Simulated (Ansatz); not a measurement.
# InP (F-43m): zone-centre modes against carrier density, part 2 of 2

Aim: how far do free carriers move the optical modes of InP (F-43m)?

Ansatz 0.2.0; DFT LDA, scalar-relativistic, plane waves, PAW; PAW set soft_1.

So far. Step 3 (Tight relaxation): The forces vanish by symmetry and the pressure is -0.004 GPa, within the tolerances set. The cell now holds 24.73 Å³/atom. Step 4 (Ground state of a member: no carriers): The forces vanish by symmetry. The relaxed cell has a = 5.827 Å (conventional setting).

The database entry behind the starting cell differs from later determinations by our own check (0.1 to 0.3 % short, probably kX units), so it need not match the best structure at ambient conditions.

**5. Zone-centre modes of the member: no carriers**

The force constants come from the linear response of the density to a displacement.

The zone-centre modes follow for no carriers.

input.yaml

```yaml
crystal:
  lattice:
    - [0.0, 2.913490597, 2.913490597]
    - [2.913490597, 0.0, 2.913490597]
    - [2.913490597, 2.913490597, 0.0]
  atoms:
    - { symbol: P, position: [0.75, 0.75, 0.75] }
    - { symbol: In, position: [0.0, 0.0, 0.0] }
kpoints:
  mp_grid: { grid: [30, 30, 30] }
hamiltonian:
  xc: lda
  pseudopotentials: { kind: paw, azcp: { folder: soft_1 }, xc_functional: pbe }
scf:
  occupations: { method: fermi_dirac, width: 0.03 }
output:
  eigenvalues: true
phonons:
  method: dfpt
```

Started as:

```bash
$ ansatz run input.yaml --threads 8 --pin off --max-ram 16384MiB --backend cpu --events-out ev --progress --plain --runs-dir out
```

Numbers of over 12 decimals in the logs are rounded to 6 here.

What it wrote:

```text
zone centre: on kpoints.mp_grid the ground state, and the responses unless they are solved on pairs of k-points, stand on 1992 of the mesh's 27000 k-points, reduced under 8 symmetry operations, with k and −k counted as one. Each operation leaves every solved displacement unchanged or reverses it
[...]
Crystal: 2 atoms, lattice volume = 49.462 Å³
Basis set: ecut = 420 eV, 941 PW (Γ), exchange–correlation on 60×60×60 points (8 copies of the dense FFT grid, shifted against one another)
Bands: 13, of which v1, the nominal top of the filled ones, is band 9 counted from 1 (8 counted from 0)
Symmetry: 24 space group operations
k-points: 1992 of 27000 (irreducible under 8 space group operations, time reversal used)
[...]
SCF iter   1: F=—  HF=-6183.863292 eV  |F-HF|=—  |Δ(HF+E_count)|=         —  Δρ=3.29e-2  dr2=7.92e-1  ethr=3.10e-3  ⟨swp⟩=6.4  Hψ=179190  notcnv=0
[...]
SCF iter   8: F=-6183.604896 eV  HF=-6183.604896 eV  |F-HF|=1.82e-12  |Δ(HF+E_count)|=  5.52e-10  Δρ=1.20e-7  dr2=9.12e-12  ethr=1.00e-12  ⟨swp⟩=7.1  Hψ=182218  notcnv=0
SCF 1 converged in 8 iterations: F = -6183.604896 eV  dr2 = 9.12e-12
[...]
DFPT response loops at Γ: preconditioner auto → Kerker (q_TF=auto, 2.305 Å⁻¹) (partly filled bands, converged f_vac=0.007); β = 1.00, the filter's whole step (`scf.mixing.beta` (0.50) is not read by the response loops under this deck's `scf.mixing.preconditioner`; to damp them name `kerker` or `kerker_dos`, under which they read `scf.mixing.beta`, and type it under 1.00, their step now; both keys bind the ground state too); Broyden in place of MSR1
SCF converged after 8 iterations
Free energy (F): -6183.604896 eV
[...]
Internal energy: -6183.604896 eV  (E = F + TS)
E sigma→0 (E₀):  -6183.604896 eV
Entropy (-TS):   -0.000000 eV (-0.000 meV/atom)
Fermi energy:    7.339778 eV
[...]
--- Band table (eV; the first three rows and the last of 1992) ---
  k-point 0: bands = [... 5 lower, -4.6804, 6.9982, 6.9982, 6.9982, 7.5732, 10.9565, 10.9565, 10.9565]
  k-point 1: bands = [... 5 lower, -4.6670, 6.7346, 6.9824, 6.9824, 7.7949, 10.9568, 10.9799, 10.9799]
  k-point 2: bands = [... 5 lower, -4.6271, 6.2777, 6.9370, 6.9370, 8.1224, 10.9698, 11.0474, 11.0474]
  k-point 1991: bands = [... 5 lower, -2.0911, 1.1972, 3.9269, 3.9503, 11.0999, 11.2829, 12.5339, 13.0973]
--- Phonons (Γ-DFPT): 2 representative perturbations + reference, on 1992 of 27000 k-points (Σ response iterations 6) ---
  k mesh reduced under 8 symmetry operations, with k and −k counted as one. Each operation leaves every solved displacement unchanged or reverses it
  ASR residual: 9.996e-5 → 0.000e0 eV/Å²; symmetrization residual: 3.482e-6 eV/Å²
  ASR residual per site (eV/Å²): 1.00e-4 3.20e-5
  Γ frequencies (cm⁻¹): 0.00 0.00 0.00 303.62 303.62 303.62
  non-analytic LO–TO correction: not included (Born effective charges unavailable; polar crystals: no LO–TO splitting at Γ)
```

The job ended after 1.7 min (8 threads of Arm Neoverse N1, shared host; peak memory 3.5 GiB; 12 min of CPU time).

Numbers from this step:

```yaml
sum_rule_residual_before_enforcement: 1.00e-4 eV/Å²
point_group: -43m
highest_optical_mode_at_the_zone_centre_no_lo_to_term: 303.6 cm⁻¹
lowest_optical_zone_centre_mode: 303.6 cm⁻¹
```

Without the LO-TO term. Patterns of degenerate modes are one choice out of their space. The modes at Γ (shares of kinetic energy by element, %):

| mode | frequency (cm⁻¹) | symmetry | P % | In % |
| --- | --- | --- | --- | --- |
| 1 | 0.0 | acoustic | 21 | 79 |
| 2 | 0.0 | acoustic | 21 | 79 |
| 3 | 0.0 | acoustic | 21 | 79 |
| 4 | 303.6 | T2 | 79 | 21 |
| 5 | 303.6 | T2 | 79 | 21 |
| 6 | 303.6 | T2 | 79 | 21 |

Displacements in mode 6 (303.6 cm⁻¹), the largest set to 1:
```
P1   0.00  1.00  0.00
In2  0.00 -0.27  0.00
```

The optical mode without the LO-TO term lies at 303.6 cm⁻¹.

**6. Ground state of a member: 15 × 10²⁰ holes per cm³**

The cell of the neutral crystal is kept with 15 × 10²⁰ holes per cm³, balanced by a uniform background. The bands are sampled on 30×30×30 points with Fermi-Dirac filling of 0.03 eV.

input.yaml, as its differences from that of step 5:

```diff
@@ -8,2 +8,3 @@
     - { symbol: In, position: [0.0, 0.0, 0.0] }
+total_charge: 0.074193
 kpoints:
@@ -16,4 +17,4 @@
 output:
+  forces: true
+  stress: true
   eigenvalues: true
-phonons:
-  method: dfpt
```

What it wrote:

```text
[...]
Crystal: 2 atoms, lattice volume = 49.462 Å³
Basis set: ecut = 420 eV, 941 PW (Γ)
Bands: 13, of which v1, the nominal top of the filled ones, is band 9 counted from 1 (8 counted from 0)
Symmetry: 24 space group operations
[...]
k-points: 752 of 27000 (time reversal used)
[...]
--- Band table (eV; the first three rows and the last of 752) ---
  k-point 0: bands = [... 5 lower, -4.7014, 6.9652, 6.9652, 6.9652, 7.5669, 10.9681, 10.9681, 10.9681]
  k-point 1: bands = [... 5 lower, -4.6881, 6.7078, 6.9496, 6.9496, 7.7832, 10.9682, 10.9913, 10.9913]
  k-point 2: bands = [... 5 lower, -4.6482, 6.2546, 6.9048, 6.9048, 8.1093, 10.9803, 11.0582, 11.0582]
  k-point 751: bands = [... 5 lower, -2.1287, 1.1937, 3.9216, 3.9483, 11.1132, 11.2674, 12.5489, 13.1169]
[key lines of the parts left out:]
SCF converged after 7 iterations
Free energy (F): -6184.108920 eV
Fermi energy:    6.650838 eV
P = ⅓ Tr σ = 0.1444 GPa (1.444 kbar)
```

The job ended after 10 s (8 threads; peak memory 0.83 GiB; 76 s of CPU time).

The forces vanish by symmetry.

**7. Modes of this member: 15 × 10²⁰ holes per cm³**

The zone-centre modes follow for 15 × 10²⁰ holes per cm³.

input.yaml, as its differences from that of step 6:

```diff
@@ -17,4 +17,4 @@
 output:
-  forces: true
-  stress: true
   eigenvalues: true
+phonons:
+  method: dfpt
```

What it wrote:

```text
[...]
Crystal: 2 atoms, lattice volume = 49.462 Å³
Basis set: ecut = 420 eV, 941 PW (Γ), exchange–correlation on 60×60×60 points (8 copies of the dense FFT grid, shifted against one another)
Bands: 13, of which v1, the nominal top of the filled ones, is band 9 counted from 1 (8 counted from 0)
Symmetry: 24 space group operations
k-points: 1992 of 27000 (irreducible under 8 space group operations, time reversal used)
[...]
k-point 1: bands = [... 5 lower, -4.6881, 6.7078, 6.9496, 6.9496, 7.7832, 10.9682, 10.9913, 10.9913]
  k-point 2: bands = [... 5 lower, -4.6482, 6.2546, 6.9047, 6.9047, 8.1093, 10.9803, 11.0582, 11.0582]
  k-point 1991: bands = [... 5 lower, -2.1287, 1.1937, 3.9216, 3.9483, 11.1132, 11.2673, 12.5489, 13.1168]
[...]
ASR residual: 7.050e-5 → 0.000e0 eV/Å²; symmetrization residual: 3.140e-6 eV/Å²
  ASR residual per site (eV/Å²): 2.89e-6 7.05e-5
  Γ frequencies (cm⁻¹): 0.00 0.00 0.00 291.85 291.85 291.85
[...]
[key lines of the parts left out:]
SCF converged after 10 iterations
Free energy (F): -6184.108921 eV
Fermi energy:    6.650826 eV
```

Elapsed: 1.7 min, on 8 threads; peak memory 3.5 GiB.

Numbers from this step:

```
sum-rule residual before enforcement                    : 7.05e-5 eV/Å²
highest optical mode at the zone centre (no LO-TO term) : 291.9 cm⁻¹
lowest optical zone-centre mode                         : 291.9 cm⁻¹
```

Without the LO-TO term. Patterns of degenerate modes are one choice out of their space. The modes at Γ (shares of kinetic energy by element, %):

| mode | frequency (cm⁻¹) | symmetry | P % | In % |
| --- | --- | --- | --- | --- |
| 1 | 0.0 | acoustic | 21 | 79 |
| 2 | 0.0 | acoustic | 21 | 79 |
| 3 | 0.0 | acoustic | 21 | 79 |
| 4 | 291.9 | T2 | 79 | 21 |
| 5 | 291.9 | T2 | 79 | 21 |
| 6 | 291.9 | T2 | 79 | 21 |

The optical mode without the LO-TO term lies at 291.9 cm⁻¹.

Between step 5 and this run (carriers -15 × 10²⁰ cm⁻³) the value for the highest optical mode at the zone centre (no LO-TO term) moves from 304 cm⁻¹ to 292 cm⁻¹ (-4 %).

**8. A check on a coarser mesh: 2 × 10²⁰ holes per cm³**

To see what the mesh is worth, the run for 2 × 10²⁰ holes per cm³ is repeated on 24×24×24 points.

input.yaml, as its differences from that of step 7:

```diff
@@ -8,5 +8,5 @@
     - { symbol: In, position: [0.0, 0.0, 0.0] }
-total_charge: 0.074193
+total_charge: 0.009892
 kpoints:
-  mp_grid: { grid: [30, 30, 30] }
+  mp_grid: { grid: [24, 24, 24] }
 hamiltonian:
```

What it wrote:

```text
[...]
Crystal: 2 atoms, lattice volume = 49.462 Å³
Basis set: ecut = 420 eV, 941 PW (Γ), exchange–correlation on 60×60×60 points (8 copies of the dense FFT grid, shifted against one another)
Bands: 13, of which v1, the nominal top of the filled ones, is band 9 counted from 1 (8 counted from 0)
Symmetry: 24 space group operations
k-points: 1063 of 13824 (irreducible under 8 space group operations, time reversal used)
[...]
k-point 1: bands = [... 5 lower, -4.6625, 6.6242, 6.9692, 6.9692, 7.8762, 10.9593, 10.9944, 10.9944]
  k-point 2: bands = [... 5 lower, -4.6004, 6.0272, 6.9000, 6.9000, 8.2674, 10.9913, 11.0966, 11.0966]
  k-point 1062: bands = [... 5 lower, -2.0953, 1.1986, 3.9196, 3.9441, 11.1815, 11.3310, 12.4474, 13.0453]
[...]
ASR residual: 1.958e-5 → 0.000e0 eV/Å²; symmetrization residual: 4.428e-6 eV/Å²
  ASR residual per site (eV/Å²): 1.96e-5 1.51e-5
  Γ frequencies (cm⁻¹): 0.00 0.00 0.00 298.86 298.86 298.86
[...]
[key lines of the parts left out:]
SCF converged after 10 iterations
Free energy (F): -6183.673824 eV
Fermi energy:    6.915239 eV
```

Wall time 54 s (8 threads); peak memory 2 GiB.

This step gave:

```yaml
sum_rule_residual_before_enforcement: 1.96e-5 eV/Å²
highest_optical_mode_at_the_zone_centre_no_lo_to_term: 298.9 cm⁻¹
lowest_optical_zone_centre_mode: 298.9 cm⁻¹
```

The highest mode comes at 298.9 cm⁻¹, against 298.7 cm⁻¹ on 30×30×30 points.

**9. A check on a coarser mesh: 10 × 10²⁰ holes per cm³**

To see what the mesh is worth, the run for 10 × 10²⁰ holes per cm³ is repeated on 24×24×24 points.

input.yaml, as its differences from that of step 8:

```diff
@@ -8,3 +8,3 @@
     - { symbol: In, position: [0.0, 0.0, 0.0] }
-total_charge: 0.009892
+total_charge: 0.049462
 kpoints:
```

What it wrote:

```text
[...]
Crystal: 2 atoms, lattice volume = 49.462 Å³
Basis set: ecut = 420 eV, 941 PW (Γ), exchange–correlation on 60×60×60 points (8 copies of the dense FFT grid, shifted against one another)
Bands: 13, of which v1, the nominal top of the filled ones, is band 9 counted from 1 (8 counted from 0)
Symmetry: 24 space group operations
k-points: 1063 of 13824 (irreducible under 8 space group operations, time reversal used)
[...]
k-point 1: bands = [... 5 lower, -4.6738, 6.6104, 6.9516, 6.9516, 7.8694, 10.9653, 11.0004, 11.0004]
  k-point 2: bands = [... 5 lower, -4.6117, 6.0155, 6.8829, 6.8829, 8.2606, 10.9965, 11.1021, 11.1021]
  k-point 1062: bands = [... 5 lower, -2.1155, 1.1966, 3.9167, 3.9431, 11.1882, 11.3218, 12.4558, 13.0565]
[...]
ASR residual: 4.881e-5 → 0.000e0 eV/Å²; symmetrization residual: 4.287e-6 eV/Å²
  ASR residual per site (eV/Å²): 7.15e-6 4.88e-5
  Γ frequencies (cm⁻¹): 0.00 0.00 0.00 293.71 293.71 293.71
[...]
[key lines of the parts left out:]
SCF converged after 10 iterations
Free energy (F): -6183.943469 eV
Fermi energy:    6.731353 eV
```

Wall time 54 s (8 threads); peak memory 2 GiB; 6.4 min of CPU time.

This step gave:

| Quantity | Value |
| --- | --- |
| sum-rule residual before enforcement | 4.88e-5 eV/Å² |
| highest optical mode at the zone centre (no LO-TO term) | 293.7 cm⁻¹ |
| lowest optical zone-centre mode | 293.7 cm⁻¹ |

The highest mode comes at 293.7 cm⁻¹, against 293.8 cm⁻¹ on 30×30×30 points.

**10. The series together**

The members are set side by side, also those not shown above.

Electrons count positive and holes negative; without the LO-TO term; modes are tracked from the neutral crystal by their patterns, and those within 0.3 cm⁻¹ of each other stand once; the cell of the neutral crystal is kept and the atoms are relaxed where symmetry leaves them free; all runs use 30×30×30 k points and Fermi-Dirac smearing of 0.03 eV. Optical modes along the series:

| carriers (10²⁰ cm⁻³) | mode 4 T2 (cm⁻¹) |
| --- | --- |
| -15 | 291.9 |
| -10 | 293.8 |
| -6 | 295.5 |
| -4 | 296.7 |
| -2 | 298.7 |
| -1 | 300.3 |
| 0 | 303.6 |

**11. Results**

```
members                          : 7
mode                             : mode 4 T2
its frequency without carriers   : 303.62 cm⁻¹
its frequency at -15 × 10²⁰ cm⁻³ : 291.85 cm⁻¹
```

At 15 × 10²⁰ holes per cm³ the optical mode has moved by -11.77 cm⁻¹ from 303.62 cm⁻¹. At 2 and 10 × 10²⁰ cm⁻³ the coarser mesh moves the optical modes by up to 0.19 cm⁻¹, a measure of the error left by the mesh there. The response is adiabatic: the carriers follow the ions at once. Where they cannot, as for a zone-centre mode faster than their scattering, measured shifts differ, and line shapes are not given here. A static distortion lets holes move between the bands that it splits, which a fast mode allows only in part, so this softening can be well above the one seen in Raman spectra. The background stands for dopants without their size, scattering or local bonds, and the cell is that of the neutral crystal, although carriers also change the volume at rest, which would shift the modes as well. Spin-orbit coupling, which splits the valence bands that hold the holes, is left out. In a polar crystal the carriers also screen the field of the longitudinal modes, often the largest effect; only modes without that field are treated here. These are harmonic frequencies of a static lattice, with warm electrons: anharmonic shifts, linewidths and thermal expansion are left out. The PAW files were made for PBE; the program adapts parts of them to the functional of the run, but their partial waves stay those of PBE, an approximation that was not tested in this session. Only the zone centre was solved, so an instability at another wavevector cannot show here.

[Logs are printed without paths, hosts, clocks, repeated set-up lines and the standing remarks that a program may print on its own settings, such as how far it seeks lower states.]

[Hosts, paths, dates, database ids (printed as entryN), source tags and the programs' standing remarks are cut or masked in the printed files.]
